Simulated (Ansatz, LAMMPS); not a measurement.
# Relaxing amorphous Si0.9Ge0.1 (71 atoms), part 2 of 4

Aim: bring amorphous Si0.9Ge0.1 (71 atoms) to a nearby minimum of the energy and see what moves.

Ansatz 0.2.0; Kohn-Sham DFT, PBEsol, PAW (set soft_2), plane waves.

The cell: 64 Si and 7 Ge. The quench rate of 100 K/ps is many orders above laboratory rates. The network of bonds at the start is that of the classical potential that made the cell. Sampling is at Γ alone, for a cell whose shortest periodic width is 11 Å.

So far. Step 3 (Single point at the start): Neighbours are counted within 2.88 Å (Si-Si), 2.88 Å (Si-Ge), 3.12 Å (Ge-Ge).

## (4) Relaxation

The atoms are relaxed in the fixed cell, aiming at the force tolerance of the input.

File input.yaml:

```yaml
crystal:
  lattice:
    - [11.4616, 0.0, 0.0]
    - [0.0, 11.4616, 0.0]
    - [0.0, 0.0, 11.4616]
  atoms:
    [... the 71 atom lines of step 3 ...]
kpoints:
  mp_grid: { grid: [1, 1, 1] }
hamiltonian:
  xc: pbesol
scf:
  occupations: { method: gaussian, width: 0.025 }
output:
  forces: true
relax:
  f_tol: 0.03
  max_steps: 200
```

On the command line:

```bash
$ ansatz run input.yaml --threads 4 --pin off --max-ram 8192MiB --backend cpu --events-out ev --progress --plain --runs-dir out
```

Numbers of over 12 decimals in the logs are rounded to 6 here.

The log of the run:

```text
[...]
Crystal: 71 atoms, lattice volume = 1505.691 Å³
Basis set: ecut = 420 eV, 29423 PW (Γ), exchange–correlation on 160×160×160 points (8 copies of the dense FFT grid, shifted against one another)
Bands: 248, of which v1, the nominal top of the filled ones, is band 177 counted from 1 (176 counted from 0)
Symmetry: 1 space group operations
[...]
k-points: 1
[...]
SCF iter   1: F=—  HF=-69522.189148 eV  |F-HF|=—  |Δ(HF+E_count)|=         —  Δρ=5.11e-3  dr2=1.20e0  ethr=1.77e-3  ⟨swp⟩=6.0  Hψ=1089  notcnv=0  defer=28
[...]
SCF iter   7: F=-69521.975108 eV  HF=-69521.975125 eV  |F-HF|=1.68e-5  |Δ(HF+E_count)|=   1.60e-5  Δρ=2.08e-5  dr2=2.09e-5  ethr=6.36e-9  ⟨swp⟩=2.0  Hψ=753  notcnv=0
SCF 1 converged in 7 iterations: F = -69521.975108 eV  dr2 = 2.09e-5
[...]
relax step   1: F+E_penalty+E_count = -69521.97510795 eV  Δ(F+E_penalty+E_count) = +0.000e0 eV  max|allowed force component| = 1.597e0 eV/Å  Δτ_max = 0.0000 Å  (7 SCF iters, dr2 threshold 2.25e-5 eV, accepted)
[...]
relax step   2: F+E_penalty+E_count = -69524.56504602 eV  Δ(F+E_penalty+E_count) = -2.590e0 eV  max|allowed force component| = 8.485e-1 eV/Å  Δτ_max = 0.1936 Å  (8 SCF iters, dr2 threshold 1.00e-4 eV, accepted)
[...]
relax step   3: F+E_penalty+E_count = -69525.47360727 eV  Δ(F+E_penalty+E_count) = -9.086e-1 eV  max|allowed force component| = 4.865e-1 eV/Å  Δτ_max = 0.2000 Å  (8 SCF iters, dr2 threshold 4.50e-5 eV, accepted)
relax step   4: F+E_penalty+E_count = -69526.15741261 eV  Δ(F+E_penalty+E_count) = -6.838e-1 eV  max|allowed force component| = 3.206e-1 eV/Å  Δτ_max = 0.1951 Å  (7 SCF iters, dr2 threshold 6.68e-5 eV, accepted)
relax step   5: F+E_penalty+E_count = -69526.58277675 eV  Δ(F+E_penalty+E_count) = -4.254e-1 eV  max|allowed force component| = 3.062e-1 eV/Å  Δτ_max = 0.2000 Å  (7 SCF iters, dr2 threshold 3.38e-5 eV, accepted)
relax step   6: F+E_penalty+E_count = -69526.81488302 eV  Δ(F+E_penalty+E_count) = -2.321e-1 eV  max|allowed force component| = 2.643e-1 eV/Å  Δτ_max = 0.1945 Å  (7 SCF iters, dr2 threshold 4.07e-5 eV, accepted)
relax step   7: F+E_penalty+E_count = -69527.05152161 eV  Δ(F+E_penalty+E_count) = -2.366e-1 eV  max|allowed force component| = 3.449e-1 eV/Å  Δτ_max = 0.2000 Å  (6 SCF iters, dr2 threshold 5.21e-5 eV, accepted)
relax step   8: F+E_penalty+E_count = -69527.26232045 eV  Δ(F+E_penalty+E_count) = -2.108e-1 eV  max|allowed force component| = 3.092e-1 eV/Å  Δτ_max = 0.1916 Å  (6 SCF iters, dr2 threshold 8.87e-5 eV, accepted)
relax step   9: F+E_penalty+E_count = -69527.32146588 eV  Δ(F+E_penalty+E_count) = -5.915e-2 eV  max|allowed force component| = 7.499e-1 eV/Å  Δτ_max = 0.1949 Å  (6 SCF iters, dr2 threshold 7.69e-5 eV, accepted)
relax step  10: F+E_penalty+E_count = -69527.44279439 eV  Δ(F+E_penalty+E_count) = -1.213e-1 eV  max|allowed force component| = 1.495e-1 eV/Å  Δτ_max = 0.0895 Å  (5 SCF iters, dr2 threshold 1.00e-4 eV, accepted)
relax step  11: F+E_penalty+E_count = -69527.57230147 eV  Δ(F+E_penalty+E_count) = -1.295e-1 eV  max|allowed force component| = 4.429e-1 eV/Å  Δτ_max = 0.2000 Å  (8 SCF iters, dr2 threshold 1.40e-6 eV, accepted)
relax step  12: F+E_penalty+E_count = -69527.81017268 eV  Δ(F+E_penalty+E_count) = -2.379e-1 eV  max|allowed force component| = 3.140e-1 eV/Å  Δτ_max = 0.1950 Å  (7 SCF iters, dr2 threshold 1.23e-5 eV, accepted)
relax step  13: F+E_penalty+E_count = -69528.04345227 eV  Δ(F+E_penalty+E_count) = -2.333e-1 eV  max|allowed force component| = 4.185e-1 eV/Å  Δτ_max = 0.1947 Å  (5 SCF iters, dr2 threshold 4.96e-5 eV, accepted)
relax step  14: F+E_penalty+E_count = -69528.29799762 eV  Δ(F+E_penalty+E_count) = -2.545e-1 eV  max|allowed force component| = 6.894e-1 eV/Å  Δτ_max = 0.1949 Å  (5 SCF iters, dr2 threshold 8.80e-5 eV, accepted)
relax step  15: F+E_penalty+E_count = -69528.59087239 eV  Δ(F+E_penalty+E_count) = -2.929e-1 eV  max|allowed force component| = 5.705e-1 eV/Å  Δτ_max = 0.1946 Å  (6 SCF iters, dr2 threshold 1.00e-4 eV, accepted)
relax step  16: F+E_penalty+E_count = -69528.83821118 eV  Δ(F+E_penalty+E_count) = -2.473e-1 eV  max|allowed force component| = 7.685e-1 eV/Å  Δτ_max = 0.1958 Å  (5 SCF iters, dr2 threshold 1.00e-4 eV, accepted)
relax step  17: F+E_penalty+E_count = -69529.10335243 eV  Δ(F+E_penalty+E_count) = -2.651e-1 eV  max|allowed force component| = 3.499e-1 eV/Å  Δτ_max = 0.2000 Å  (6 SCF iters, dr2 threshold 1.00e-4 eV, accepted)
relax step  18: F+E_penalty+E_count = -69529.23792488 eV  Δ(F+E_penalty+E_count) = -1.346e-1 eV  max|allowed force component| = 2.683e-1 eV/Å  Δτ_max = 0.1901 Å  (6 SCF iters, dr2 threshold 2.54e-5 eV, accepted)
relax step  19: F+E_penalty+E_count = -69529.32412600 eV  Δ(F+E_penalty+E_count) = -8.620e-2 eV  max|allowed force component| = 1.993e-1 eV/Å  Δτ_max = 0.1936 Å  (6 SCF iters, dr2 threshold 1.49e-5 eV, accepted)
relax step  20: F+E_penalty+E_count = -69529.38097418 eV  Δ(F+E_penalty+E_count) = -5.685e-2 eV  max|allowed force component| = 1.468e-1 eV/Å  Δτ_max = 0.1957 Å  (5 SCF iters, dr2 threshold 2.19e-5 eV, accepted)
relax step  21: F+E_penalty+E_count = -69529.41443028 eV  Δ(F+E_penalty+E_count) = -3.346e-2 eV  max|allowed force component| = 1.143e-1 eV/Å  Δτ_max = 0.1435 Å  (6 SCF iters, dr2 threshold 1.17e-5 eV, accepted)
relax step  22: F+E_penalty+E_count = -69529.43379994 eV  Δ(F+E_penalty+E_count) = -1.937e-2 eV  max|allowed force component| = 7.255e-2 eV/Å  Δτ_max = 0.0789 Å  (6 SCF iters, dr2 threshold 7.08e-6 eV, accepted)
relax step  23: F+E_penalty+E_count = -69529.44890520 eV  Δ(F+E_penalty+E_count) = -1.511e-2 eV  max|allowed force component| = 8.514e-2 eV/Å  Δτ_max = 0.0550 Å  (7 SCF iters, dr2 threshold 2.12e-6 eV, accepted)
relax step  24: F+E_penalty+E_count = -69529.46344979 eV  Δ(F+E_penalty+E_count) = -1.454e-2 eV  max|allowed force component| = 6.593e-2 eV/Å  Δτ_max = 0.0708 Å  (6 SCF iters, dr2 threshold 2.92e-6 eV, accepted)
[...]
relax step  28: F+E_penalty+E_count = -69529.52228836 eV  Δ(F+E_penalty+E_count) = -7.657e-3 eV  max|allowed force component| = 9.994e-2 eV/Å  Δτ_max = 0.1024 Å  (9 SCF iters, accepted)
[...]
relax step  53: F+E_penalty+E_count = -69530.57815371 eV  Δ(F+E_penalty+E_count) = -2.120e-1 eV  max|allowed force component| = 3.481e-1 eV/Å  Δτ_max = 0.1972 Å  (5 SCF iters, dr2 threshold 8.88e-5 eV, accepted)
relax step  54: F+E_penalty+E_count = -69530.74802331 eV  Δ(F+E_penalty+E_count) = -1.699e-1 eV  max|allowed force component| = 1.957e-1 eV/Å  Δτ_max = 0.2000 Å  (6 SCF iters, dr2 threshold 8.84e-5 eV, accepted)
relax step  55: F+E_penalty+E_count = -69530.78035707 eV  Δ(F+E_penalty+E_count) = -3.233e-2 eV  max|allowed force component| = 3.684e-1 eV/Å  Δτ_max = 0.1318 Å  (6 SCF iters, dr2 threshold 1.21e-5 eV, accepted)
relax step  56: F+E_penalty+E_count = -69530.83079757 eV  Δ(F+E_penalty+E_count) = -5.044e-2 eV  max|allowed force component| = 9.102e-2 eV/Å  Δτ_max = 0.0704 Å  (5 SCF iters, dr2 threshold 4.29e-5 eV, accepted)
relax step  57: F+E_penalty+E_count = -69530.85457250 eV  Δ(F+E_penalty+E_count) = -2.377e-2 eV  max|allowed force component| = 9.130e-2 eV/Å  Δτ_max = 0.0874 Å  (9 SCF iters, accepted)
relax step  58: F+E_penalty+E_count = -69530.91915543 eV  Δ(F+E_penalty+E_count) = -6.458e-2 eV  max|allowed force component| = 3.241e-1 eV/Å  Δτ_max = 0.1950 Å  (9 SCF iters, accepted)
relax step  59: F+E_penalty+E_count = -69531.07870238 eV  Δ(F+E_penalty+E_count) = -1.595e-1 eV  max|allowed force component| = 5.087e-1 eV/Å  Δτ_max = 0.1901 Å  (6 SCF iters, dr2 threshold 1.00e-4 eV, accepted)
relax step  60: F+E_penalty+E_count = -69531.19601926 eV  Δ(F+E_penalty+E_count) = -1.173e-1 eV  max|allowed force component| = 2.633e-1 eV/Å  Δτ_max = 0.1904 Å  (6 SCF iters, dr2 threshold 1.00e-4 eV, accepted)
relax step  61: F+E_penalty+E_count = -69531.22027429 eV  Δ(F+E_penalty+E_count) = -2.426e-2 eV  max|allowed force component| = 4.843e-1 eV/Å  Δτ_max = 0.1650 Å  (6 SCF iters, dr2 threshold 1.86e-5 eV, accepted)
relax step  62: F+E_penalty+E_count = -69531.29054147 eV  Δ(F+E_penalty+E_count) = -7.027e-2 eV  max|allowed force component| = 1.472e-1 eV/Å  Δτ_max = 0.0677 Å  (5 SCF iters, dr2 threshold 6.28e-5 eV, accepted)
relax step  63: F+E_penalty+E_count = -69531.21025642 eV  Δ(F+E_penalty+E_count) = +8.029e-2 eV  max|allowed force component| = 3.575e-1 eV/Å  Δτ_max = 0.2000 Å  (8 SCF iters, dr2 threshold 2.00e-6 eV, rejected (line search))
relax step  64: F+E_penalty+E_count = -69531.31090348 eV  Δ(F+E_penalty+E_count) = -2.036e-2 eV  max|allowed force component| = 4.530e-2 eV/Å  Δτ_max = 0.0826 Å  (9 SCF iters, accepted)
[...]
relax step  65: F+E_penalty+E_count = -69531.31237726 eV  Δ(F+E_penalty+E_count) = -1.474e-3 eV  max|allowed force component| = 1.679e-2 eV/Å  Δτ_max = 0.0250 Å  (7 SCF iters, accepted)
SCF converged after 7 iterations
Free energy (F): -69531.312377 eV
[...]
Internal energy: -69531.312377 eV  (E = F + TS)
E sigma→0 (E₀):  -69531.312377 eV
Fermi energy:    6.187468 eV
[...]
--- Forces (eV/Å), atoms counted from 1 ---
  atom   1  Si    -0.01076243    -0.00526986    -0.00673491
  atom   2  Si    -0.00415767     0.00218860    -0.00530148
  atom   3  Si     0.00200900     0.00339470     0.00250167
  atom   4  Si     0.00386471    -0.00997474    -0.00177490
  atom   5  Si    -0.00625143     0.00118180    -0.00417732
  atom   6  Si     0.00349463    -0.00364331     0.01679245
  atom   7  Si     0.00802870    -0.00279749     0.00510762
  atom   8  Si     0.00030955     0.00262800    -0.00133031
  atom   9  Si    -0.00140373    -0.00228643    -0.00543927
  atom  10  Si     0.00087963     0.00431710     0.00172868
  atom  11  Si    -0.00700821    -0.00293536    -0.00081111
  atom  12  Si    -0.00083602    -0.00678094     0.00255512
  atom  13  Si    -0.00183975    -0.00561335    -0.00220018
  atom  14  Si    -0.00059178    -0.00294534     0.00116544
[...]
atom  70  Ge     0.00607796    -0.01132619    -0.01362195
  atom  71  Ge    -0.00094074     0.00497815     0.00096897
  max |Σ_I F_I| component: 2.24e-5 eV/Å
--- Relaxed structure (65 steps of the walk, 64 accepted, 0 SCFs on fresh bases) ---
  F+E_penalty+E_count = -69531.31237726 eV   max|allowed force component| = 1.679e-2 eV/Å
  atoms:
    - { symbol: Si, position: [0.021422, 0.633675, 0.847899] }
    - { symbol: Si, position: [0.466811, 0.776645, 0.506389] }
    - { symbol: Si, position: [0.043860, 0.350864, 0.225000] }
    - { symbol: Si, position: [0.566511, 0.563068, 0.943526] }
[...]
- { symbol: Ge, position: [0.705139, 0.936331, 0.331937] }
```

Wall time 11 min (4 threads of Arm Neoverse N1, shared host); peak memory 1.5 GiB.

Step by step (22 of 65):

```csv
step,energy less that of the first step (eV),largest force component (eV/Å)
1,0.0000,1.5970
4,-4.1823,0.3206
7,-5.0764,0.3449
10,-5.4677,0.1495
13,-6.0683,0.4185
16,-6.8631,0.7685
19,-7.3490,0.1993
22,-7.4587,0.0726
25,-7.5061,0.1106
28,-7.5472,0.0999
31,-7.5816,0.0610
35,-7.6146,0.0944
38,-7.6729,0.2785
41,-7.8129,0.2127
44,-7.9020,0.2012
47,-7.9411,0.0620
50,-8.0020,0.5400
53,-8.6030,0.3481
56,-8.8557,0.0910
59,-9.1036,0.5087
62,-9.3154,0.1472
65,-9.3373,0.0168
```

Relaxation step 63 was tried and not accepted.

The atoms that moved most (Å):

```csv
atom,dx,dy,dz,length
Si63,-0.077,2.089,-0.477,2.144
Si46,0.749,-1.312,-0.286,1.538
Si17,0.876,-1.024,0.207,1.363
Si64,-0.554,1.125,-0.327,1.296
Si53,0.146,-1.026,-0.740,1.273
Si57,-0.846,-0.941,0.043,1.266
Si19,0.719,-0.484,0.717,1.125
Ge67,0.637,-0.329,0.704,1.005
```

The relaxation changed the energy by -132 meV/atom, and atoms moved by 0.67 Å r.m.s., 2.1 Å at most.

## (5) Local order after relaxation

Bonds before and after, by the cutoffs listed below:

```csv
pair,bonds before,bonds after,mean before (Å),mean after (Å),spread before (Å),spread after (Å)
Si-Si,125,120,2.456,2.397,0.096,0.064
Si-Ge,25,21,2.481,2.456,0.082,0.070
Ge-Ge,2,3,2.633,2.565,0.081,0.026
```

Density 2.54 g/cm³, 21.21 Å³ an atom.

Pair distribution functions g(r), in bins of 0.1 Å:

```csv
r (Å),total,Si-Si,Si-Ge,Ge-Ge
2.15,0.00,0.00,0.00,0.00
2.25,0.09,0.11,0.00,0.00
2.35,6.58,7.69,1.90,0.00
2.45,3.93,3.76,4.95,0.00
2.55,0.96,0.54,2.10,15.00
2.65,0.27,0.17,0.37,7.10
2.75,0.06,0.00,0.35,0.00
2.85,0.06,0.00,0.32,0.00
2.95,0.11,0.00,0.62,0.00
3.05,0.10,0.00,0.57,0.00
3.15,0.24,0.29,0.00,0.00
3.25,0.59,0.50,1.02,0.00
3.35,0.64,0.57,0.95,0.00
3.45,1.04,1.03,1.13,0.00
3.55,1.02,1.07,0.85,0.00
3.65,1.21,1.27,1.00,0.00
3.75,1.89,1.70,2.85,0.00
3.85,2.47,2.37,2.71,6.51
3.95,1.52,1.61,1.20,0.00
4.05,1.48,1.42,1.79,0.00
4.15,1.16,1.26,0.78,0.00
4.25,1.05,1.23,0.30,0.00
4.35,0.90,0.80,1.41,0.00
4.45,0.65,0.65,0.68,0.00
4.55,0.99,1.04,0.65,2.39
4.65,0.48,0.49,0.49,0.00
4.75,0.63,0.70,0.36,0.00
4.85,0.73,0.65,1.14,0.00
4.95,0.68,0.71,0.44,1.98
5.05,0.78,0.69,1.15,1.94
5.15,0.82,0.79,1.00,0.00
5.25,0.88,0.87,0.87,1.79
5.35,1.39,1.33,1.68,1.72
5.45,1.09,1.26,0.36,0.00
5.55,1.17,1.18,1.21,0.00
5.65,1.28,1.32,1.17,0.00
```

Bonds by pair of elements; cutoffs follow the first minimum of g(r), held within bounds set by covalent radii, and pairs that aren't listed don't count as bonded:

```csv
pair A-B,cutoff (Å),bonds,mean length (Å),spread (Å),shortest (Å),B about A,A about B
Si-Si,2.88,120,2.40,0.064,2.28,3.75,3.75
Si-Ge,2.73,21,2.46,0.07,2.38,0.328,3
Ge-Ge,3.02,3,2.56,0.026,2.54,0.857,0.857
```

How many atoms have how many bonded neighbours:

```csv
element,mean,3,4,5
Ge,3.86,2,4,1
Si,4.08,1,57,6
```

Bond angles (no mean is given where the spread exceeds 20°):

```csv
angle,count,mean (°),spread (°)
Si-Si-Si,343,109,15.2
Ge-Si-Si,59,107,18.4
Si-Ge-Si,23,111,19.7
Ge-Ge-Si,15,100,16.9
Ge-Si-Ge,3,115,16.2
```

Bond length by coordination (bonds to H left out):

```csv
element,coordination,atoms,mean bond length (Å)
Ge,3,2,2.46
Ge,4,4,2.47
Ge,5,1,2.55
Si,3,1,2.32
Si,4,57,2.40
Si,5,6,2.45
```

Rings of the network by King's shortest-path rule, up to 12 atoms, one path for each pair of neighbours; H, halogens, alkali and alkaline-earth atoms are left out, and the last column divides by all other atoms, bonded or not:

```csv
ring size (atoms),rings,per network atom
3,1,0.014
4,8,0.113
5,42,0.592
6,46,0.648
7,39,0.549
8,12,0.169
9,1,0.014
```

By these cutoffs 57 % of Ge atoms have 4 and 89 % of Si atoms have 4 bonded neighbours. The Si-Si-Si angle averages 109° with a spread of 15°. Rings of 6 atoms are the most common (31 % of those counted); sizes run from 3 to 9.

[end of part 2 of 4]

[Logs are printed without paths, hosts, clocks, repeated set-up lines and the standing remarks that a program may print on its own settings, such as how far it seeks lower states.]

[Hosts, paths, dates, database ids (printed as entryN), source tags and the programs' standing remarks are cut or masked in the printed files.]
